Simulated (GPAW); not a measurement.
## SnF4 (I4/mmm): G0W0 with GPAW, start to end

How does a plane-wave GW calculation on SnF4 (I4/mmm) run from the first input to the gap?

Program: GPAW 26.7.0. Level of theory: LDA and many-body steps on it, plane waves. Results are calculated unless marked as measured.

This is a report of a sequence of runs, with most program output left out.

### 1. The starting structure

Symmetry: I4/mmm, No. 139, tetragonal system. Conventional cell: a = 4.050 Å, b = 4.050 Å, c = 7.930 Å, α = 90.00°, β = 90.00°, γ = 90.00°. Sn has 6 F at 1.88 to 2.03 Å nearest. F has 1 Sn at 1.88 Å nearest. Nearest to F lie 2 Sn at 2.03 Å. Farther neighbours and most contacts between anions are not listed.

The cell and positions come from the Crystallography Open Database and are kept as given unless a step says otherwise.

### 2. Ground state

This step: GPAW 26.7.0; DFT, LDA, plane waves, PAW.

The ground-state density comes first.

Input file run.py:

```python
import json
import numpy as np
from gpaw.mpi import world
from ase import Atoms
from gpaw import GPAW, PW, FermiDirac

atoms = Atoms(['Sn', 'F', 'F', 'F', 'F'],
    cell=[[-2.0250000000, 2.0250000000, 3.9650000000],
      [2.0250000000, -2.0250000000, 3.9650000000],
      [2.0250000000, 2.0250000000, -3.9650000000]],
    scaled_positions=[[0.0000000000, 0.0000000000, 0.0000000000],
      [0.2370000000, 0.2370000000, 0.0000000000],
      [0.7630000000, 0.7630000000, 0.0000000000],
      [0.5000000000, 0.0000000000, 0.5000000000],
      [0.0000000000, 0.5000000000, 0.5000000000]],
    pbc=(True, True, True))
calc = GPAW(mode=PW(600),
    xc='LDA',
    kpts={'size': (8, 8, 8), 'gamma': True},
    occupations=FermiDirac(0.001),
    nbands=-8,
    convergence={'density': 1e-6, 'bands': -3},
    maxiter=100,
    txt='gs.txt')
atoms.calc = calc
res = {'energy': atoms.get_potential_energy()}
kpts = calc.get_ibz_k_points()
res['kpts'] = kpts
res['eigenvalues'] = [calc.get_eigenvalues(kpt=k) for k in range(len(kpts))]
res['n_electrons'] = calc.get_number_of_electrons()
calc.write('gs.gpw')

if world.rank == 0:
    with open('result.json', 'w') as f:
        json.dump(res, f, default=lambda x: x.tolist())
```

Started as:

```bash
> mpirun -n 4 gpaw python run.py
```

It took 26 s on 4 MPI ranks of Arm Neoverse V1, shared host; peak memory 0.81 GiB; 1.7 min of CPU time.

Numbers from this step:

```yaml
total_energy: -25.83 eV
gap: 3.323 eV
k_of_the_valence_top: 0.5, 0.5, 0
k_of_the_conduction_bottom: 0, 0, 0
least_direct_gap: 3.571 eV
```

The gap is indirect, with the least direct gap 0.25 eV higher.

### 3. Empty states on the mesh, 4×4×4 mesh, 228 bands

The sums over transitions need many empty states on a uniform mesh; this step solves for them.

Input file run.py:

```python
import json
import numpy as np
from gpaw.mpi import world
from gpaw import GPAW

calc = GPAW('gs.gpw').fixed_density(kpts={'size': (4, 4, 4), 'gamma': True},
    parallel={'domain': 1, 'band': 1},
    txt='nscf.txt')
calc.diagonalize_full_hamiltonian(nbands=228)
calc.write('full.gpw', mode='all')
res = {}
kpts = calc.get_ibz_k_points()
res['kpts'] = kpts
res['eigenvalues'] = [calc.get_eigenvalues(kpt=k) for k in range(len(kpts))]
res['n_electrons'] = calc.get_number_of_electrons()

if world.rank == 0:
    with open('result.json', 'w') as f:
        json.dump(res, f, default=lambda x: x.tolist())
```

Started as:

```bash
> mpirun -n 4 gpaw python run.py
```

Elapsed: 49 s, on 4 MPI ranks; peak memory 2.2 GiB.

This step gave:

```
gap                                                           : 3.323 eV
k of the valence top                                          : 0.5, 0.5, 0
k of the conduction bottom                                    : 0, 0, 0
least direct gap                                              : 3.571 eV
k points computed                                             : 13
lowest point of the top converged band, above the valence top : 120.1677 eV
```

On this mesh the gap is 3.323 eV.

### 4. Screening and self-energy, 4×4×4 mesh, 101 bands, screening to 78 eV

G0W0 replaces the xc potential by the self-energy, built once from these orbitals. Only a window of levels is corrected, while the sums run over the empty bands that the input names.

This step: G0W0 on LDA, plane waves, PAW.

Input file run.py:

```python
import json
import numpy as np
from gpaw.mpi import world
from gpaw.response.g0w0 import G0W0

gw = G0W0('full.gpw',
    filename='gw',
    kpts=[0, 10],
    bands=(19, 23),
    ecut=78,
    nbands=101,
    integrate_gamma='WS',
    ppa=True)
gw.calculate()
res = {mode: {k: v for k, v in r.items() if k != 'sigma_eskwn'}
       for mode, r in gw.all_results.items()}

if world.rank == 0:
    with open('result.json', 'w') as f:
        json.dump(res, f, default=lambda x: x.tolist())
```

Started as:

```bash
> mpirun -n 4 gpaw python run.py
```

It took 84 s on 4 MPI ranks; peak memory 1.7 GiB.

Numbers from this step:

```yaml
g0w0_gap_on_the_points_computed: 7.270 eV
least_direct_g0w0_gap_on_the_computed_points: 7.501 eV
z_at_the_valence_top: 0.7939
z_at_the_conduction_bottom: 0.8594
starting_gap_on_the_mesh: 3.323 eV
k_of_the_valence_top: 0.5, 0.5, 0
k_of_the_conduction_bottom: 0, 0, 0
```

The gap on the mesh goes from 3.32 eV to 7.27 eV, a correction of +3.95 eV.

Limits: finite bands, cutoff and mesh; no spin-orbit coupling. v1 is the top filled band, c1 the lowest empty one. Levels before and after the correction, in eV, zero at the valence-band top of each column:

```
           conduction bottom  valence top
Kohn-Sham               3.32         0.00
     G0W0               7.27         0.00
```

```
                    level  energy (eV)
Kohn-Sham         Γ v2-v1       -0.248
Kohn-Sham            Γ c1        3.323
Kohn-Sham            Γ c2       11.341
Kohn-Sham  (0.5 0.5 0) v2       -0.296
Kohn-Sham  (0.5 0.5 0) v1        0.000
Kohn-Sham  (0.5 0.5 0) c1        7.758
Kohn-Sham  (0.5 0.5 0) c2        8.581
     G0W0         Γ v2-v1       -0.231
     G0W0            Γ c1        7.270
     G0W0            Γ c2       15.190
     G0W0  (0.5 0.5 0) v2       -0.316
     G0W0  (0.5 0.5 0) v1        0.000
     G0W0  (0.5 0.5 0) c1       12.849
     G0W0  (0.5 0.5 0) c2       12.634
```

### 5. Where the time went

Times are wall times on 4 MPI ranks of Arm Neoverse V1, shared host, good to a factor of about two.

```
                     step  time  share  memory (GiB)
             ground state  26 s   16 %          0.81
 empty states on the mesh  49 s   31 %           2.2
screening and self-energy  84 s   53 %           1.7
```

### 6. What came out

```json
{"LDA gap": "3.32 eV, indirect", "G0W0 gap on the mesh": "7.27 eV", "GW settings": "4×4×4 mesh, 101 bands, screening to 78 eV, Godby-Needs plasmon pole", "known limits": "not at the basis limit; no spin-orbit coupling"}
```

What this shows: G0W0 moves the gap on the mesh from 3.32 eV to 7.27 eV (+3.95 eV), with Z of 0.79 and 0.86 at the edges. Only 2 of the mesh's irreducible points were corrected, so a valley elsewhere could overtake. The dearest step here is «screening and self-energy». Bands and cutoff are finite, so the gap is not at the basis limit. The miss can reach some tenths of an eV and take either sign; the mesh is an error of its own. These stock PAW sets were not made for GW. In the G0W0 run levels were corrected at 2 k points alone, so a gap called «on the mesh» is the least over those, and an edge elsewhere would be missed. The many-body steps are scalar-relativistic: spin-orbit coupling is not in them.

[Paths, hosts, dates, memory and timing lines, banners, echoed tables and standing remarks are left out of the program output.]

[Logs are printed without paths, hosts, clocks, repeated set-up lines and the standing remarks that a program may print on its own settings, such as how far it seeks lower states.]

[Runs of the session that timed out or met a known fault of the program may be left out.]

[Hosts, paths, dates, database ids (printed as entryN), source tags and the programs' standing remarks are cut or masked in the printed files.]
